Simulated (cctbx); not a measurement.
# What is wrong with this refinement?

Cell a = 4.9600 Å, b = 4.9600 Å, c = 23.3350 Å, α = 90.00°, β = 90.00°, γ = 120.00°; space group R-3m (no. 166). The compound is Be3Bi.

Simulated single-crystal data (cctbx): synchrotron X-rays, λ = 0.4959 Å, to d = 0.65 Å, 50 % of the full sphere, strongest reflection 5000 counts, noise from counting, a 6 % proportional error and a noise floor of 15 counts (s.d.); no absorption, and some extinction, which the refinements don't model.

An anisotropic refinement with weights 1/σ² prints:

```text
Rint 0.043, 23 unique reflections to 1.61 A
cycle     R1     wR2    GooF  max shift (A)
   1  0.0205  0.0422   1.795   0.23866
   4  0.0118  0.0211   0.896   0.00020
final R1 0.0118 wR2 0.0211 GooF 0.896  parameters 16  data/parameter 1.4
atom        x        y        z      Ueq    occ   su(xyz)  su(Uiso or U11)
Bi1    0.00000  0.00000  0.00000   0.0093  1.000  0.00000  0.0031
Bi2    0.33333  0.66667  0.80708   0.0113  1.000  0.00016  0.0031
Be1    0.66667  0.33333  0.83333   0.0791  1.000  0.00000  0.0632  NPD
Be2    0.66667  0.33333  0.66148  -0.0415  1.000  0.00244  0.0729  NPD
Be3    0.83259  0.16741  0.75518   0.0082  1.000  0.00632  0.0424  NPD
difference map: max 0.41 min -0.34 rms 0.11
Q1    0.0000  0.0000  0.0663    6    0.41  1.55 A from Bi1
Q2    0.0000  0.0000  0.2080    6    0.37  1.58 A from Bi2
Q3    0.9948  0.4974  0.2282   18    0.21  1.49 A from Be3
Q4    0.0507  0.5253  0.9846   18    0.14  1.24 A from Be2
Q5    0.0691  0.5345  0.0968   18    0.06  0.35 A from Be3
Q6    0.0000  0.0000  0.3697    6    0.02  0.97 A from Be2
```

**Question.** Can this result stand? If not, what is the likely fault?

Mend it. The fault: data cut at low resolution. Against the right model at the same level, R1 goes from 0.0224 to 0.0118 and GooF from 0.91 to 0.90 and Be1, Be2 and Be3 go non-positive-definite. The atoms are right, but there are too few data for the parameters: R1 flatters and the s.u.s grow. Data per parameter fall from 17.2 to 1.4.

The compound is Be3Bi. The right model at the same level gives:

```text
Rint 0.060, 276 unique reflections to 0.65 A
cycle     R1     wR2    GooF  max shift (A)
   1  0.0222  0.0469   0.931   0.00276
   6  0.0224  0.0457   0.907   0.00046
final R1 0.0224 wR2 0.0457 GooF 0.907  parameters 16  data/parameter 17.2
atom        x        y        z      Ueq    occ   su(xyz)  su(Uiso or U11)
Bi1    0.00000  0.00000  0.00000   0.0133  1.000  0.00000  0.0002
Bi2    0.33333  0.66667  0.80688   0.0121  1.000  0.00002  0.0001
Be1    0.66667  0.33333  0.83333   0.0373  1.000  0.00000  0.0111
Be2    0.66667  0.33333  0.67173   0.0481  1.000  0.00200  0.0063
Be3    0.83652  0.16348  0.74696   0.0347  1.000  0.00171  0.0062
difference map: max 2.29 min -2.05 rms 0.57
Q1    0.0000  0.0000  0.1860    6    2.33  1.07 A from Bi2
Q2    0.0000  0.0000  0.2514    6    2.19  1.41 A from Be3
Q3    0.0529  0.2869  0.5527   36    2.17  1.24 A from Be3
Q4    0.0000  0.0000  0.4741    6    2.15  0.60 A from Be1
Q5    0.0322  0.5161  0.6308   18    1.94  1.54 A from Bi1
Q6    0.0025  0.5013  0.1734   18    1.86  1.43 A from Be1
```

The model is made up (kin elements in a known structure type, no relaxation), so it says nothing on whether the phase exists.

[Middle refinement cycles are left out of these outputs.]

[Logs are printed without paths, hosts, clocks, repeated set-up lines and the standing remarks that a program may print on its own settings, such as how far it seeks lower states.]
